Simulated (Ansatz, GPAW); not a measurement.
# A 3-layer slab of Pt(111): work function by functional and basis, part 2 of 2

Aim: the work function of both faces of a 3-layer slab of Pt(111), and its spread over functionals and bases.

GPAW 26.7.0 and Ansatz 0.2.0; GPAW, PAW setups; slab in vacuum (the session's first sound run).

So far, upper work function (eV): step 2 (relaxing the atoms, PBE, GPAW) 5.76; step 5 (self-consistent run: xc = "revPBE") 5.62; step 6 (self-consistent run: xc = "RPBE") 5.60; step 7 (real-space grid: mode = "fd", PBE, GPAW) 5.76; step 8 (atomic orbitals: mode = "lcao", PBE, GPAW) 5.83.

### 10. A second plane-wave code

A second program with its own datasets checks the number independently.

This step: Ansatz plane waves; slab in vacuum with a dipole correction (Ansatz 0.2.0).

input.yaml

```yaml
crystal:
  lattice:
    - [2.7718585823, 0.0, 0.0]
    - [1.3859292911, 2.4004999479, 0.0]
    - [0.0, 0.0, 20.5264261104]
  atoms:
    - { symbol: Pt, position: [0.3333328912, 0.3333347292, 0.389741495] }
    - { symbol: Pt, position: [0.6666678652, 0.6666652925, 0.50397347] }
    - { symbol: Pt, position: [0.0, 0.0, 0.6184777579] }
kpoints:
  mp_grid: { grid: [13, 13, 1] }
hamiltonian:
  xc: pbe
scf:
  occupations: { method: fermi_dirac, width: 0.1 }
efield:
  axis: 3
  dipole_correction: true
  ramp_width: 0.05
output:
  forces: true
  write_potential: true
  write_density: true
  volumetric_format: npy
  elf: true
```

The run is started by

```console
$ ansatz run input.yaml --threads 4 --pin off --max-ram 8192MiB --backend cpu --events-out ev --progress --plain --runs-dir out
```

Numbers of over 12 decimals in the logs are rounded to 6 here.

Output:

```text
Warning: the atoms were moved onto the symmetric positions of the space group found under crystal.symmetry.tolerance 1.0e-5 (fractional; no operation is sought that the atoms, as they stand in a round, miss by more than twice it, and no atom is moved by as much as it), and the run uses the moved positions. Before a round's move an operation carried an atom to 6.45e-6 Å from where it should land, the largest such dist [...]
Engine: ansatz 0.2.0, x86_64-unknown-linux-gnu
Pseudopotentials: kind: paw
Pseudopotential: Pt, paw, valence charge 18, recommended cutoff 420 eV (normal), Pt.paw.azcp
Functional definition: PBE
  parameter kappa = 0.804
  parameter beta = 0.066725
  exchange = pbe_x(kappa = kappa, mu = beta*pi^2/3)
  correlation = pbe_c(beta = beta)
Crystal: 3 atoms, lattice volume = 136.580 Å³
Basis set: ecut = 420 eV, 2685 PW (Γ), exchange–correlation on 40×40×288 points (8 copies of the dense FFT grid, shifted against one another)
Bands: 33, of which v1, the nominal top of the filled ones, is band 27 counted from 1 (26 counted from 0)
Symmetry: 6 space group operations
Space group: P3m1 (ITA 156), of the structure as read, at distance tolerance 5.1e-5 Å
k-points: 21 of 169 (time reversal used)
Non-local potential: Pt, projectors of the file, l = 0: 3, l = 1: 2, l = 2: 2, l = 3: 1
PAW form: soft (Blöchl's): semilocal exchange-correlation on the pseudo side does not see the compensation charge
PAW one-centre angular grid: Pt, 590 points (default); XC on 64 Gauss nodes
Initial density: superposition of atomic densities (neutral atoms: chi_scale 0, normalization atom), corrected by the library's trained network
Initial wavefunctions: pseudopotential atomic-orbital guess
Functional: x = pbe(κ = 0.804, μ = 0.219515), c = pbe(β = 0.066725)
SCF iter   1: F=—  HF=-37567.939782 eV  |F-HF|=—  |Δ(HF+E_count)|=         —  Δρ=6.28e-3  dr2=6.78e-2  ethr=1.77e-3  p=-0.000 e·Å  D=-2.70e-5 V/Å  ΔV_dip=0.00 eV  dr2_dipole=7.14e-5  V_vac-E_F(+/−)=5.43/5.43 eV  ⟨swp⟩=8.1  Hψ=3278  notcnv=0
efield: sawtooth ramp at fractional position 0.9791 (placed from the atoms, in the widest stretch of the axis that holds none; the zero of the levels goes with the place), width 0.0500; the density the first Hamiltonian is built on has a dipole p = -0.000 e·Å; the dipole correction subtracts the counter field D = -2.70e-5 V/Å, which shifts the + side's vacuum level by +0.00 eV against the − side's; the planar-averaged density in the ramp window peaks in size at 1.8e-5 e/Å³
preconditioner: auto → LDOS  [metal: Δε(μ)=0.024 eV  Ē_g=7.508 eV  σ=0.100 eV  W_gap=0.06  n_scr=14 (ndim 8)  ℏωp=17.4 eV  f_vac=0.593  D(μ)=5.14/eV (n_scr^D=16)  β→1.0]
SCF iter   2: F=—  HF=-37567.946000 eV  |F-HF|=—  |Δ(HF+E_count)|=   6.22e-3  Δρ=4.58e-3  dr2=3.94e-2  ethr=1.26e-4  p=-0.000 e·Å  D=-3.79e-4 V/Å  ΔV_dip=0.01 eV  dr2_dipole=3.30e-7  V_vac-E_F(+/−)=5.84/5.83 eV  ⟨swp⟩=3.2  Hψ=1646  notcnv=0  defer=7
SCF iter   3: F=—  HF=-37567.938536 eV  |F-HF|=—  |Δ(HF+E_count)|=   7.46e-3  Δρ=1.03e-3  dr2=8.15e-3  ethr=7.30e-5  p=0.000 e·Å  D=5.39e-6 V/Å  ΔV_dip=-0.00 eV  dr2_dipole=7.98e-6  V_vac-E_F(+/−)=5.72/5.72 eV  ⟨swp⟩=2.0  Hψ=1115  notcnv=0  defer=7
SCF iter   4: F=—  HF=-37567.937975 eV  |F-HF|=—  |Δ(HF+E_count)|=   5.62e-4  Δρ=5.78e-4  dr2=1.06e-3  ethr=1.51e-5  p=-0.000 e·Å  D=-1.12e-4 V/Å  ΔV_dip=0.00 eV  dr2_dipole=5.89e-7  V_vac-E_F(+/−)=5.77/5.76 eV  ⟨swp⟩=2.6  Hψ=983  notcnv=0  defer=7
SCF iter   5: F=—  HF=-37567.937909 eV  |F-HF|=—  |Δ(HF+E_count)|=   6.54e-5  Δρ=2.62e-4  dr2=3.10e-4  ethr=1.96e-6  p=-0.000 e·Å  D=-4.02e-5 V/Å  ΔV_dip=0.00 eV  dr2_dipole=5.34e-8  V_vac-E_F(+/−)=5.78/5.78 eV  ⟨swp⟩=1.6  Hψ=812  notcnv=0  defer=7
SCF iter   6: F=—  HF=-37567.937903 eV  |F-HF|=—  |Δ(HF+E_count)|=   6.62e-6  Δρ=5.51e-5  dr2=5.73e-6  ethr=5.75e-7  p=-0.000 e·Å  D=-8.56e-5 V/Å  ΔV_dip=0.00 eV  dr2_dipole=7.00e-8  V_vac-E_F(+/−)=5.79/5.78 eV  ⟨swp⟩=1.7  Hψ=828  notcnv=0  defer=7
SCF iter   7: F=—  HF=-37567.937919 eV  |F-HF|=—  |Δ(HF+E_count)|=   1.63e-5  Δρ=1.97e-5  dr2=9.96e-7  ethr=1.06e-8  p=-0.000 e·Å  D=-4.82e-5 V/Å  ΔV_dip=0.00 eV  dr2_dipole=2.03e-8  V_vac-E_F(+/−)=5.78/5.78 eV  ⟨swp⟩=2.4  Hψ=1183  notcnv=0  defer=4
SCF iter   8: F=—  HF=-37567.937920 eV  |F-HF|=—  |Δ(HF+E_count)|=   4.52e-7  Δρ=8.06e-6  dr2=1.66e-7  ethr=1.84e-9  p=-0.000 e·Å  D=-6.79e-5 V/Å  ΔV_dip=0.00 eV  dr2_dipole=1.11e-8  V_vac-E_F(+/−)=5.78/5.78 eV  ⟨swp⟩=2.3  Hψ=1123  notcnv=0  defer=4
SCF iter   9: F=-37567.937920 eV  HF=-37567.937920 eV  |F-HF|=4.03e-9  |Δ(HF+E_count)|=   1.33e-7  Δρ=3.68e-6  dr2=2.16e-8  ethr=1.85e-10  p=-0.000 e·Å  D=-6.12e-5 V/Å  ΔV_dip=0.00 eV  dr2_dipole=1.01e-9  V_vac-E_F(+/−)=5.78/5.78 eV  ⟨swp⟩=15.8  Hψ=5959  notcnv=0
SCF 1 converged in 9 iterations: F = -37567.937920 eV  dr2 = 2.16e-8
  greatest PAW one-centre occupation: 1.000 electrons in one spin orbital (limit 2), on the Pt atom at site 1 (counted from 0), in its partial waves of l = 0
WARN: The input density's exchange-correlation potential varies sharply where the density is thin. Do not read a vacuum level from v_tot or v_xc, or from such a field of the output density. On a cell that repeats whose density bears no net charge and no dipole along the vacuum's axis use v_es (v_loc + v_h of the components); under efield.dipole_correction with no amplitude use v_es + v_field, which holds any external [...]
SCF converged after 9 iterations
Free energy (F): -37567.937920 eV
Harris-Foulkes:  -37567.937920 eV  (|F-HF|=4.03e-9)
Internal energy: -37567.760084 eV  (E = F + TS)
E sigma→0 (E₀):  -37567.849002 eV
Entropy (-TS):   -0.177835 eV (-59.278 meV/atom)
Fermi energy:    3.815598 eV
Dipole field:    D = -0.000010 V/Å  (p = -0.000007 e·Å, saw-weighted, corrected)
Work function:   Φ+ = 5.7813 eV   Φ− = 5.7811 eV
Levels:          The Fermi level and band energies are counted from a zero that moves with the ramp; work functions are not
--- Per-component energies (eV) ---
  E_band       = -1413.197839
  E_kinetic    = 1907.680255
  E_local      = -65494.597152  (includes V_loc(G=0)·N_el)
  E_nonlocal   = 600.484875
  E_hartree    = 31671.487703
  E_xc         = -782.127364
  E_vxc        = -904.014534  (∫ρ·V_xc dr)
  E_paw        = -28362.064470  (= ΣΔE_a)
  E_vpaw       = -865.728505  (= ΣTr[D̂ρ^β])
  E_aug_tail   = 0.000616  (compensation charges beyond the density's cutoff)
  E_efield     = 0.000000  (sawtooth field / dipole correction)
  E_vefield    = -0.000000  (∫n·V_field dr)
  E_ewald      = 22891.375453
  E_smearing   = -0.177835  (= −TS)
  E_closure    = -0.000000  (closes the sum)
  Σ components = -37567.937920   (vs F -37567.937920, Δ=0.00e0)
--- Forces (eV/Å), atoms counted from 1 ---
  atom   1  Pt     0.00000000    -0.00000000    -0.02051462
  atom   2  Pt    -0.00000000    -0.00000000     0.03055622
  atom   3  Pt    -0.00000000     0.00000000    -0.01005345
  max |Σ_I F_I| component: 1.18e-5 eV/Å
--- Band table (eV; the first three rows and the last of 21) ---
  k-point 0: bands = [... 23 lower, 2.5447, 2.5447, 3.0674, 3.2098, 3.2098, 3.7866, 3.7866, 4.5629, ... 2 higher]
  k-point 1: bands = [... 23 lower, 2.3459, 2.4689, 2.6011, 3.1278, 3.1987, 3.7897, 3.8726, 5.4572, ... 2 higher]
  k-point 2: bands = [... 23 lower, 1.8168, 2.1468, 2.3379, 2.8919, 3.1471, 3.7952, 4.5802, 6.7544, ... 2 higher]
  k-point 20: bands = [... 23 lower, 2.2251, 3.2753, 3.4667, 3.7029, 8.2542, 9.3625, 9.4736, 10.3295, ... 2 higher]
```

Wall time 2.1 s (4 threads of Intel Xeon Platinum 8488C (Sapphire Rapids), shared host); peak memory 0.49 GiB.

Reading the cycles: dr2 is the Hartree energy of the density residual (eV), the measure of convergence; HF is the Harris–Foulkes estimate of the energy, which meets the free energy F at convergence.

This step gave:

```
free energy             : -37567.9379 eV
smearing term TS        : 0.1778 eV
symmetry operations     : 6
upper work function     : 5.781 eV
lower work function     : 5.781 eV
dipole along the normal : -7.22e-6 e·Å
dipole field            : -9.57e-6 V/Å
vacuum level above      : 9.597 eV
vacuum level below      : 9.597 eV
```

The electrostatic potential energy of an electron (with the applied field's), less the Fermi level, planar mean by z:

| z (Å) | electrostatic potential energy of an electron (with the applied field's), less the Fermi level, planar mean (eV) |
| --- | --- |
| 0.0 | 5.78 |
| 0.5 | 5.78 |
| 1.0 | 5.78 |
| 1.5 | 5.78 |
| 2.0 | 5.78 |
| 2.5 | 5.78 |
| 3.0 | 5.78 |
| 3.5 | 5.78 |
| 4.0 | 5.78 |
| 4.5 | 5.78 |
| 5.0 | 5.77 |
| 5.5 | 5.72 |
| 6.0 | 5.52 |
| 6.5 | 4.67 |
| 7.0 | 0.988 |
| 7.5 | -13.7 |
| 8.0 | -24.0 |
| 8.5 | -14.0 |
| 9.0 | -0.337 |
| 9.5 | -3.29 |
| 10.0 | -19.1 |
| 10.5 | -23.0 |
| 11.0 | -8.87 |
| 11.5 | 0.408 |
| 12.0 | -7.21 |
| 12.5 | -22.2 |
| 13.0 | -19.8 |
| 13.5 | -3.33 |
| 14.0 | 3.83 |
| 14.5 | 5.32 |
| 15.0 | 5.67 |
| 15.5 | 5.76 |
| 16.0 | 5.78 |
| 16.5 | 5.78 |
| 17.0 | 5.78 |
| 17.5 | 5.78 |
| 18.0 | 5.78 |
| 18.5 | 5.78 |
| 19.0 | 5.78 |
| 19.5 | 5.78 |
| 20.0 | 5.78 |

The valence density, planar mean oscillates, so the rows of the table below give means over windows of 1 Å about each position, cut where the curve ends. Its maxima inside the range that stand out by 2 % of the span (Å: e/Å³): 8.0: 2.32, 10.4: 2.30, 12.7: 2.32. Its minima: 9.1: 0.291, 11.5: 0.286.

Valence density, planar mean against z; means over each step:

z (Å), valence density, planar mean (e/Å³) and a bar:
```
        4       0.00 
        5       0.00 
        6       0.02 
        7       0.38 ######
        8       1.91 ##############################
        9       0.51 ########
       10       1.59 #########################
       11       1.00 ################
       12       0.93 ###############
       13       1.64 ##########################
       14       0.14 ##
       15       0.01 
       16       0.00 
       17       0.00
```

Electrostatic potential energy in the ca plane at fractional y = 0.333, with atoms of Pt within 0.2 Å of it. With pseudopotentials it is smooth inside the atoms' cores, unlike the true potential.

Ten even steps from '0' (-49 eV) to '9' (10 eV), each cell a mean:
```
99999999999999998888997535888644689999999999
99999999999999998888997535788644789999999999
99999999999999987557898657898766899999999999
99999999999999972003798888999888899999999999
99999999999999850000589999999999999999999999
99999999999999850000589999999999999999999999
99999999999999972002799888999888999999999999
99999999999999986446898767898766899999999999
```
Columns run along c (16.0 Å, from fractional 0.08 to 0.86 of the cell; values clipped at the 3rd and 97th percentile), rows up along a (2.8 Å). Atoms in or near the plane, at fractional coordinates: Pt at (0.39, 0.33).

ELF in the ca plane at fractional y = 0.333, with atoms of Pt within 0.2 Å of it. It is the smooth field of the valence electrons, not physical close to the nuclei.

Values, 5 rows by 16 columns, each cell a mean:
```
0.00 0.00 0.00 0.01 0.06 0.22 0.28 0.22 0.38 0.32 0.30 0.41 0.22 0.05 0.00 0.00
0.00 0.00 0.00 0.01 0.07 0.25 0.37 0.25 0.32 0.28 0.26 0.33 0.21 0.04 0.00 0.00
0.00 0.00 0.00 0.01 0.10 0.36 0.64 0.36 0.24 0.20 0.19 0.27 0.18 0.03 0.00 0.00
0.00 0.00 0.00 0.01 0.10 0.38 0.66 0.38 0.24 0.19 0.18 0.28 0.17 0.03 0.00 0.00
0.00 0.00 0.00 0.01 0.08 0.28 0.47 0.29 0.27 0.25 0.24 0.30 0.20 0.04 0.00 0.00
```
Columns run along c (16.0 Å, from fractional 0.08 to 0.86 of the cell), rows up along a (2.8 Å). Atoms in or near the plane, at fractional coordinates: Pt at (0.39, 0.33).

Valence density in the ca plane at fractional y = 0.333, with atoms of Pt within 0.2 Å of it. It is the smooth field of the valence electrons, not physical close to the nuclei.

Ten steps, logarithmic in the rise over the least value, from '0' (0 e/Å³) to '9' (10 e/Å³), each cell a mean:
```
00000000000000123333224565433566421000000000
00000000000000123333224565433566421000000000
00000000000000124554323454323455321000000000
00000000000000247887433333222333211000000000
00000000000001258998532222212222210000000000
00000000000001258998532222212222210000000000
00000000000000247887432333222333211000000000
00000000000000135664323444323455321000000000
```
Columns run along c (16.0 Å, from fractional 0.08 to 0.86 of the cell), rows up along a (2.8 Å). Atoms in or near the plane, at fractional coordinates: Pt at (0.39, 0.33).

The upper face's work function is 5.781 eV, against 5.758 eV in the first plane-wave PBE run at this geometry.

### 11. Side by side

Results and costs are gathered.

This step: comparison of work functions, dipole and cost (GPAW 26.7.0).

Ladder, by row:

| step | code | work function, upper (eV) | work function, lower (eV) | dipole (e Å) | wall time (s) | peak memory (GiB) | threads |
| --- | --- | --- | --- | --- | --- | --- | --- |
| pw | GPAW | 5.758 | 5.756 | -8.02e-6 | 34.26 | 0.19 | 1 |
| optPBE-vdW | GPAW | 5.912 | 5.909 | -4.82e-5 | 42.73 | 0.29 | 1 |
| revPBE | GPAW | 5.62 | 5.618 | -2.31e-5 | 34.96 | 0.19 | 1 |
| RPBE | GPAW | 5.601 | 5.599 | -1.83e-5 | 33.94 | 0.19 | 1 |
| fd | GPAW | 5.757 | 5.756 | -1.47e-5 | 151.5 | 0.46 | 1 |
| lcao | GPAW | 5.834 | 5.833 | -1.25e-5 | 448.2 | 0.25 | 1 |
| ansatz | Ansatz | 5.781 | 5.781 | -7.22e-6 | 2.15 | 0.492 | 4 |

### 12. A changed run

One more run, with changed settings.

This step: GPAW, PAW setups; slab in vacuum (GPAW 26.7.0).

run.py

```python
import json
import numpy as np
from ase import Atoms
from gpaw import GPAW, PW

slab = Atoms(
    ['Pt', 'Pt', 'Pt'],
    positions=[
        [1.38593, 0.80017, 8.00000],
        [2.77186, 1.60033, 10.34477],
        [0.00000, -0.00000, 12.69514]],
    cell=[[2.77186, 0.0, 0.0], [1.38593, 2.4005, 0.0], [0.0, 0.0, 20.52643]],
    pbc=[True, True, True])

slab.calc = GPAW(mode=PW(400), xc='PBE', kpts={'size': (13, 13, 1), 'gamma': True},
                 occupations={'name': 'fermi-dirac', 'width': 0.1}, nbands='140%',
                 convergence={'density': 1e-05}, maxiter=50,
                 poissonsolver={'dipolelayer': 'xy'},
                 symmetry={'tolerance': 1e-3}, txt='slab.txt')
result = {}
energy = slab.get_potential_energy()
fermi = slab.calc.get_fermi_level()
v = slab.calc.get_electrostatic_potential().mean((0, 1)) - fermi
n = slab.calc.get_pseudo_density().mean((0, 1))
L = slab.cell[2, 2]
z = np.arange(len(v)) * L / len(v)
low, high = slab.positions[:, 2].min(), slab.positions[:, 2].max()
below, above = np.interp([low - 5.8, high + 5.8], z, v)
slopes = [np.interp(x, z, np.gradient(v, z)) for x in (low - 5.8, high + 5.8)]
eps = np.array([[slab.calc.get_eigenvalues(k, s) for k in range(len(slab.calc.get_ibz_k_points()))]
                for s in range(slab.calc.get_number_of_spins())]) - fermi
top, bottom = eps[eps < 0].max(), eps[eps > 0].min()
dipole = slab.get_dipole_moment()[2]
print(f'energy {energy:.4f} eV, Fermi level {fermi:.4f} eV, dipole {dipole:.5f} e A')
print(f'potential 5.8 A off the faces, from the Fermi level: lower {below:.4f} eV, upper {above:.4f} eV')
print(f'slope of the potential there: lower {slopes[0]:.5f}, upper {slopes[1]:.5f} eV/A')
print(f'nearest levels on the mesh: {top:.4f} and {bottom:.4f} eV')
print('magnetic moment', round(slab.get_magnetic_moment(), 3))
result.update(energy=energy, fermi=fermi, dipole=dipole, below=below, above=above, slopes=slopes, edges=[top, bottom],
              z=z.tolist(), v=v.tolist(), n=n.tolist(), positions=slab.positions.tolist(),
              forces=slab.get_forces(apply_constraint=False).tolist(), moments=slab.get_magnetic_moments().tolist())
json.dump(result, open('result.json', 'w'))
```

The run is started by

```console
$ OMP_NUM_THREADS=1 OPENBLAS_NUM_THREADS=1 python run.py
```

Output:

```text
AssertionError
```

Wall time 0.98 s (1 thread); peak memory 0.13 GiB.

The input was rejected at the start.

The fault put into the input: a dipole layer in a cell that repeats along the normal (pbc_z = true).

### 13. Outcome

| Quantity | Value |
| --- | --- |
| work function, both faces | 5.76 eV |
| dipole along the normal | -8.0e-6 e Å, near the numerical noise |

With plane waves and PBE the work function is 5.76 eV on the upper face and 5.76 eV on the lower. Over the sound runs of the table the upper face's work function spans 5.601 (RPBE) to 5.912 eV (optPBE-vdW). The two plane-wave codes differ by 0.023 eV on the upper face. The slab is only 4.7 Å thick between its outer nuclei, so the values belong to this film more than to the surface of the bulk metal. The in-plane lattice was kept as typed, which isn't the functional's own and leaves some strain; spin-orbit coupling and temperature are left out.

[Logs are printed without paths, hosts, clocks, repeated set-up lines and the standing remarks that a program may print on its own settings, such as how far it seeks lower states.]

[Hosts, paths, dates, database ids (printed as entryN), source tags and the programs' standing remarks are cut or masked in the printed files.]
